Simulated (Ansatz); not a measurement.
# RbMnF3 (Pm-3m): the cell at rest, part 2 of 2

Task: relax RbMnF3 (Pm-3m) tightly.

Ansatz 0.2.0; DFT PBEsol, scalar-relativistic, plane waves, PAW; PAW set soft_1.

So far. Step 5 (The orders compared): The start carried on is the antiferromagnetic, q = (0.5, 0.5, 0.5) one. Step 6 (A coarse first look): The coarse mesh shows a gap of 2.62 eV and a pressure of -1.1 GPa.

### 7. Bringing the structure to rest

Harmonic phonons are second derivatives at a point where the forces vanish, and they are wanted at zero stress, so atoms and cell are relaxed first.

input.yaml

```yaml
crystal:
  lattice:
    - [4.23247214, 4.23247214, 0.0]
    - [4.23247214, 0.0, 4.23247214]
    - [4.23247214, 0.0, -4.23247214]
  atoms:
    - { symbol: Rb, position: [0.0, 0.0, 0.0] }
    - { symbol: Rb, position: [0.0, 0.5, 0.5] }
    - { symbol: Mn, position: [0.5, 0.25, 0.75], spin: 4.53 }
    - { symbol: Mn, position: [0.5, 0.75, 0.25], spin: -4.53 }
    - { symbol: F, position: [0.0, 0.5, 0.0] }
    - { symbol: F, position: [0.0, 0.0, 0.5] }
    - { symbol: F, position: [0.5, 0.0, 0.0] }
    - { symbol: F, position: [0.5, 0.5, 0.5] }
    - { symbol: F, position: [0.5, 0.0, 0.5] }
    - { symbol: F, position: [0.5, 0.5, 0.0] }
kpoints:
  mp_grid: { grid: [6, 6, 6] }
hamiltonian:
  xc: pbesol
  pseudopotentials: { kind: paw, azcp: { folder: soft_1 }, xc_functional: pbe }
scf:
  occupations: { method: gaussian, width: 0.02 }
output:
  forces: true
  stress: true
  eigenvalues: true
  populations: true
magnetization:
  spin_polarized: true
relax:
  adjacent_minimum: "off"
  f_tol: 0.005
  max_steps: 80
  cell: { stress_tol: 0.05 }
```

The run is started by

```bash
$ ansatz run input.yaml --threads 4 --pin off --max-ram 10240MiB --backend cpu --events-out ev --progress --plain --runs-dir out
```

Numbers of over 12 decimals in the logs are rounded to 6 here.

Log:

```text
[...]
Crystal: 10 atoms, lattice volume = 151.639 Å³
Basis set: ecut = 420 eV, 2975 PW (Γ), exchange–correlation on 90×90×90 points (8 copies of the dense FFT grid, shifted against one another)
Bands: 60, of which v1, the nominal top of the filled ones, is band 45 counted from 1 (44 counted from 0)
Symmetry: 48 space group operations
[...]
k-points: 16 of 216
[...]
Starting moments: Σ|m| = 9.06 μB on 2 of 10 sites
[...]
SCF iter   1: F=—  HF=-18999.615995 eV  |F-HF|=—  |Δ(HF+E_count)|=         —  Δρ=1.41e-1 (↑1.41e-1 ↓1.41e-1)  dr2=1.04e2  dr2_m=1.91e-1  M=0.000 μB ∫|m|=7.960 μB  β_m=0.30  ethr=3.10e-3  ⟨swp⟩=6.2  Hψ=7315  notcnv=0  defer=24
[...]
SCF iter  12: F=-18982.591894 eV  HF=-18982.591894 eV  |F-HF|=4.69e-9  |Δ(HF+E_count)|=   2.84e-9  Δρ=7.08e-7 (↑7.02e-7 ↓7.08e-7)  dr2=3.94e-9  dr2_m=2.88e-11  M=0.000 μB ∫|m|=9.443 μB  ethr=1.11e-10  ⟨swp⟩=11.0  Hψ=10245  notcnv=0
SCF 1 converged in 12 iterations: F = -18982.591894 eV  dr2 = 3.94e-9
[...]
relax step   1: F+E_penalty+E_count = -18982.59189369 eV  Δ(F+E_penalty+E_count) = +0.000e0 eV  max|allowed force component| = 7.099e-8 eV/Å  Δτ_max = 0.0000 Å  P = -1.147 GPa  Ω = 151.639 Å³  (12 SCF iters, dr2 threshold 1.00e-7 eV, accepted)
Crystal: 10 atoms, lattice volume = 149.855 Å³
Basis set: ecut = 420 eV, 2891 PW (Γ), exchange–correlation on 90×90×90 points (8 copies of the dense FFT grid, shifted against one another)
[...]
Starting moments: Σ|m| = 9.06 μB on 2 of 10 sites; this step starts from the density that it was given
[...]
iter 1 solved again at ethr=4.74e-6 eV; its pass at ethr=3.10e-3 eV (dr2=4.27e-3 eV) is discarded
[...]
SCF iter   6: F=-18982.603959 eV  HF=-18982.603959 eV  |F-HF|=3.36e-8  |Δ(HF+E_count)|=   5.21e-7  Δρ=7.10e-6 (↑7.10e-6 ↓7.10e-6)  dr2=1.61e-7  dr2_m=4.11e-8  M=0.000 μB ∫|m|=9.430 μB  ethr=1.11e-9  ⟨swp⟩=3.0  Hψ=6546  notcnv=0
SCF 2 converged in 6 iterations: F = -18982.603959 eV  dr2 = 1.61e-7
relax step   2: F+E_penalty+E_count = -18982.60395936 eV  Δ(F+E_penalty+E_count) = -1.207e-2 eV  max|allowed force component| = 1.474e-8 eV/Å  Δτ_max = 0.0000 Å  P = -0.327 GPa  Ω = 149.855 Å³  energy of the carried Pulay correction = +3.811e-3 eV  (6 SCF iters, dr2 threshold 1.00e-6 eV, accepted)
Crystal: 10 atoms, lattice volume = 149.155 Å³
[...]
SCF iter   6: F=-18982.606161 eV  HF=-18982.606161 eV  |F-HF|=6.62e-9  |Δ(HF+E_count)|=   9.77e-8  Δρ=2.98e-6 (↑2.98e-6 ↓2.98e-6)  dr2=2.92e-8  dr2_m=7.16e-9  M=0.000 μB ∫|m|=9.425 μB  ethr=2.97e-10  ⟨swp⟩=2.5  Hψ=6406  notcnv=0
SCF 3 converged in 6 iterations: F = -18982.606161 eV  dr2 = 2.92e-8
relax step   3: F+E_penalty+E_count = -18982.60616070 eV  Δ(F+E_penalty+E_count) = -2.201e-3 eV  max|allowed force component| = 7.037e-8 eV/Å  Δτ_max = 0.0000 Å  P = +0.009 GPa  Ω = 149.155 Å³  energy of the carried Pulay correction = +5.317e-3 eV  (6 SCF iters, dr2 threshold 2.67e-7 eV, accepted)
[...]
relax step   4: F+E_penalty+E_count = -18982.60176323 eV  Δ(F+E_penalty+E_count) = +4.397e-3 eV  max|allowed force component| = 5.991e-8 eV/Å  Δτ_max = 0.0000 Å  P = -0.052 GPa  Ω = 149.155 Å³  stress off target by 5.23e-2 GPa  SCF on the basis re-selected at this cell (its energy is not comparable with the rows above)  (8 SCF iters)
[...]
relax step   5: F+E_penalty+E_count = -18982.60201225 eV  Δ(F+E_penalty+E_count) = -2.490e-4 eV  max|allowed force component| = 4.538e-8 eV/Å  Δτ_max = 0.0000 Å  P = -0.001 GPa  Ω = 149.047 Å³  energy of the carried Pulay correction = +2.311e-4 eV  (6 SCF iters, dr2 threshold 6.83e-9 eV, accepted)
[...]
SCF iter   1: F=—  HF=-18982.601484 eV  |F-HF|=—  |Δ(HF+E_count)|=         —  Δρ=5.96e-6 (↑5.95e-6 ↓5.96e-6)  dr2=2.85e-8  dr2_m=3.12e-10  M=0.000 μB ∫|m|=9.424 μB  β_m=0.65  ethr=2.58e-7  ⟨swp⟩=4.0  Hψ=12604  notcnv=0
eigensolver tolerance schedule: the retry pair's looser diagonalisation over-reported the residual by 8154.70 of it (diagonalisation noise at 2.12 of the residual, at the tolerance the schedule requests for it); recorded, not acted on — ethr = c·dr2/N_el stays at c = 1.0e-1
[...]
SCF iter   2: F=—  HF=-18982.601484 eV  |F-HF|=—  |Δ(HF+E_count)|=   7.50e-7  Δρ=2.21e-6 (↑2.21e-6 ↓2.21e-6)  dr2=1.07e-8  dr2_m=7.61e-11  M=0.000 μB ∫|m|=9.424 μB  β_m=0.55  ethr=3.17e-11  ⟨swp⟩=3.7  Hψ=4926  notcnv=0  defer=1
[...]
SCF iter   5: F=-18982.601484 eV  HF=-18982.601484 eV  |F-HF|=2.91e-11  |Δ(HF+E_count)|=  8.73e-11  Δρ=8.98e-8 (↑8.98e-8 ↓8.94e-8)  dr2=5.10e-11  dr2_m=4.40e-12  M=0.000 μB ∫|m|=9.424 μB  ethr=1.00e-12  ⟨swp⟩=3.3  Hψ=5644  notcnv=0
SCF 6 converged in 5 iterations: F = -18982.601484 eV  dr2 = 5.10e-11
relax step   6: F+E_penalty+E_count = -18982.60148443 eV  Δ(F+E_penalty+E_count) = +5.278e-4 eV  max|allowed force component| = 6.057e-8 eV/Å  Δτ_max = 0.0000 Å  P = -0.002 GPa  Ω = 149.047 Å³  stress off target by 2.18e-3 GPa  SCF on the basis re-selected at this cell (its energy is not comparable with the rows above)  (5 SCF iters)
[...]
SCF converged after 5 iterations
Magnetization: 0.0000 μB (45.0000 up, 45.0000 down)
Absolute magnetization: 9.4304 μB (∫|ρ↑−ρ↓|, with the PAW one-centre terms)
[...]
Per-site moments (μB) at R_I (Å): [(-4.614758056792346e-11, 1.227457), (-4.614688463466685e-11, 1.227457), (4.096438, 0.867943), (-4.096438, 0.867943), (1.0841352520283605e-10, 0.867943), (1.0841343822157147e-10, 0.867943), (1.084133855670101e-10, 0.867943), (1.0841351959867335e-10, 0.867943), (1.0841331317208301e-10, 0.867943), (1.0841355563214903e-10, 0.867943)]
Free energy (F): -18982.601484 eV
[...]
Internal energy: -18982.601484 eV  (E = F + TS)
E sigma→0 (E₀):  -18982.601484 eV
Fermi energy:    8.361052 eV
[...]
--- Stress (GPa, compression-positive) ---
       -0.002178       0.000000       0.000000
        0.000000      -0.002178       0.000000
        0.000000       0.000000      -0.002178
  P = ⅓ Tr σ = -0.0022 GPa (-0.022 kbar)
--- Band table (eV; the first three rows and the last of 32) ---
  k-point 0 ↑: bands = [... 41 lower, 5.7313, 5.7313, 6.8865, 6.8865, 9.6688, 9.9367, 9.9367, 9.9367, ... 11 higher]
  k-point 1 ↑: bands = [... 41 lower, 5.7604, 5.7604, 6.9276, 6.9276, 9.9295, 9.9362, 9.9362, 10.0287, ... 11 higher]
  k-point 2 ↑: bands = [... 41 lower, 5.8129, 5.8129, 7.0108, 7.0108, 9.9266, 9.9341, 9.9341, 10.9182, ... 11 higher]
  k-point 15 ↓: bands = [... 41 lower, 5.8636, 5.8984, 6.7827, 6.9662, 9.9602, 9.9705, 9.9844, 10.5653, ... 11 higher]
--- Relaxed structure (4 steps of the walk, 4 accepted, 2 SCFs on fresh bases) ---
  F+E_penalty+E_count = -18982.60148443 eV   max|allowed force component| = 6.057e-8 eV/Å   (the final SCF, on the basis selected at the relaxed cell)
  cell:  # Å, volume = 149.0467 Å³
    - [4.208210, 4.208210, 0]
    - [4.208210, 0, 4.208210]
    - [4.208210, 0, -4.208210]
  atoms:
    - { symbol: Rb, position: [0, 0, 0] }
    - { symbol: Rb, position: [0, 0.5, 0.5] }
    - { symbol: Mn, position: [0.5, 0.250000, 0.75] }
    - { symbol: Mn, position: [0.5, 0.75, 0.250000] }
    - { symbol: F, position: [-7.491379950397569e-10, 0.500000, 3.745689869383284e-10] }
    - { symbol: F, position: [7.491379950397579e-10, -3.745689869383284e-10, 0.500000] }
    - { symbol: F, position: [0.5, -3.745689975198791e-10, 3.745689975198791e-10] }
    - { symbol: F, position: [0.5, 0.500000, 0.500000] }
    - { symbol: F, position: [0.5, -3.7456904244947964e-10, 0.500000] }
    - { symbol: F, position: [0.5, 0.500000, 3.7456904244947964e-10] }
--- Löwdin populations: 10 sites ---
  site symbol       q [e]    m [muB]
     0     Rb      8.1671    -0.0000
     1     Rb      8.1671    -0.0000
     2     Mn     13.6421     4.6436
     3     Mn     13.6421    -4.6436
     4      F      7.6697    -0.0000
     5      F      7.6697    -0.0000
     6      F      7.6697    -0.0000
     7      F      7.6697    -0.0000
     8      F      7.6697    -0.0000
     9      F      7.6697    -0.0000
  spilling = 0.004035 (of n_electrons = 90.000000)
```

It took 33 s on 4 threads of Arm Neoverse V1, shared host; peak memory 0.71 GiB; 2.1 min of CPU time.

The steps of the relaxation:

```tsv
step	energy less that of the first step (eV)	largest force component (eV/Å)	pressure (GPa)	volume (Å³)
1	0.0000	0.0000	-1.15	151.64
2	-0.0121	0.0000	-0.33	149.85
3	-0.0143	0.0000	0.01	149.16
4*	-0.0099	0.0000	-0.05	149.16
5	-0.0101	0.0000	0.00	149.05
6*	-0.0096	0.0000	0.00	149.05
```

Relaxation steps marked * repeat the geometry before them on a plane-wave basis chosen anew for their cell, so energy and pressure can jump there.

Forces are held to the 48 operations that the run works with; a distortion that breaks them can't arise in this run.

```tsv
cell as run	before	after	change
a (Å)	5.986	5.951	-0.6 %
b (Å)	5.986	5.951	-0.6 %
c (Å)	5.986	5.951	-0.6 %
volume (Å³/atom)	15.16	14.90	-1.7 %
```

Final coordinates:

```cif
data_structure
_symmetry_space_group_name_H-M 'P 1'
_symmetry_Int_Tables_number 1
_cell_length_a 5.9513
_cell_length_b 5.9513
_cell_length_c 5.9513
_cell_angle_alpha 90.000
_cell_angle_beta 60.000
_cell_angle_gamma 60.000
_cell_volume 149.05
loop_
_atom_site_label
_atom_site_type_symbol
_atom_site_fract_x
_atom_site_fract_y
_atom_site_fract_z
_atom_site_occupancy
Rb1 Rb 0.00000 0.00000 0.00000 1
Rb2 Rb 0.00000 0.50000 0.50000 1
Mn3 Mn 0.50000 0.25000 0.75000 1
Mn4 Mn 0.50000 0.75000 0.25000 1
F5 F 0.00000 0.50000 0.00000 1
F6 F 0.00000 0.00000 0.50000 1
F7 F 0.50000 0.00000 0.00000 1
F8 F 0.50000 0.50000 0.50000 1
F9 F 0.50000 0.00000 0.50000 1
F10 F 0.50000 0.50000 0.00000 1
```

Numbers from this step:

- absolute magnetization: 9.430 μB
- pressure: -0.002178 GPa
- gap on the k-mesh: 2.616 eV
- volume per atom: 14.90 Å³
- gap by spin: 2.616, 2.616 eV

In this step the volume went from 15.16 to 14.90 Å³/atom.

### 8. Tight relaxation

Phonons need a cell at rest on their own settings, so the relaxation is repeated with tight tolerances on forces and stress, using the mesh and the filling of the phonon run that follows.

input.yaml, the sections that differ from step 7:

```yaml
crystal:
  lattice:
    - [4.2082101568, 4.2082101568, 0.0]
    - [4.2082101568, 0.0, 4.2082101568]
    - [4.2082101568, 0.0, -4.2082101568]
  atoms:
    - { symbol: Rb, position: [0.0, 0.0, 0.0] }
    - { symbol: Rb, position: [0.0, 0.5, 0.5] }
    - { symbol: Mn, position: [0.5, 0.25, 0.75], spin: 4.51 }
    - { symbol: Mn, position: [0.5, 0.75, 0.25], spin: -4.51 }
    - { symbol: F, position: [-7.0e-10, 0.5000000004, 4.0e-10] }
    - { symbol: F, position: [7.0e-10, -4.0e-10, 0.4999999996] }
    - { symbol: F, position: [0.5, -4.0e-10, 4.0e-10] }
    - { symbol: F, position: [0.5, 0.5000000004, 0.4999999996] }
    - { symbol: F, position: [0.5, -4.0e-10, 0.4999999996] }
    - { symbol: F, position: [0.5, 0.5000000004, 4.0e-10] }
kpoints:
  mp_grid: { grid: [8, 8, 8] }
relax:
  adjacent_minimum: "off"
  f_tol: 0.001
  max_steps: 60
  cell: { stress_tol: 0.01 }
# hamiltonian, scf, output, magnetization: as in step 7
```

Log:

```text
[...]
Crystal: 10 atoms, lattice volume = 149.047 Å³
Basis set: ecut = 420 eV, 2891 PW (Γ), exchange–correlation on 80×80×80 points (8 copies of the dense FFT grid, shifted against one another)
Bands: 60, of which v1, the nominal top of the filled ones, is band 45 counted from 1 (44 counted from 0)
Symmetry: 48 space group operations
[...]
site symbol       q [e]    m [muB]
     0     Rb      8.1671     0.0000
     1     Rb      8.1671     0.0000
     2     Mn     13.6421     4.6436
     3     Mn     13.6421    -4.6436
     4      F      7.6697    -0.0000
     5      F      7.6697    -0.0000
     6      F      7.6697    -0.0000
     7      F      7.6697    -0.0000
     8      F      7.6697    -0.0000
     9      F      7.6697    -0.0000
  spilling = 0.004035 (of n_electrons = 90.000000)
[key lines of the parts left out:]
SCF converged after 6 iterations
Magnetization: 0.0000 μB (45.0000 up, 45.0000 down)
Free energy (F): -18982.601673 eV
Fermi energy:    8.361059 eV
P = ⅓ Tr σ = -0.0022 GPa (-0.022 kbar)
```

Wall time 24 s (4 threads); peak memory 0.79 GiB.

Little changed from the start: no atom moved by 0.005 Å and no cell edge by 0.1 %.

This step gave:

| Item | Value |
| --- | --- |
| pressure | -0.002175 GPa |

The forces vanish by symmetry and the pressure is -0.002 GPa, within the tolerances set. The cell now holds 14.90 Å³/atom.

### 9. What came out

```yaml
space_group_after_relaxation_within_0p01_a: Pm-3m
lattice_constant_a: 4.208 Å
lattice_constant_b: 4.208 Å
lattice_constant_c: 4.208 Å
volume_per_atom: 14.9 Å³
gap_on_the_k_mesh: 2.62 eV
```

The forces vanish by symmetry and the pressure is -0.002 GPa, within the tolerances set. The cell now holds 14.90 Å³/atom. The relaxation keeps the symmetry of its start, so it says nothing on stability against lower symmetry. The magnetic order is imposed (antiferromagnetic, q = (0.5, 0.5, 0.5), in the reciprocal basis of the primitive cell) and the runs use its cell of 10 atoms, a multiple of the chemical cell, so that Γ here also holds zone-boundary modes of the chemical cell; it can lower the symmetry of the database entry. The magnetic state is the one that the run reached from its starting moments; a lower one was not ruled out. The PAW files were made for PBE and serve the other functionals too.

[Logs are printed without paths, hosts, clocks, repeated set-up lines and the standing remarks that a program may print on its own settings, such as how far it seeks lower states.]

[Hosts, paths, dates, database ids (printed as entryN), source tags and the programs' standing remarks are cut or masked in the printed files.]
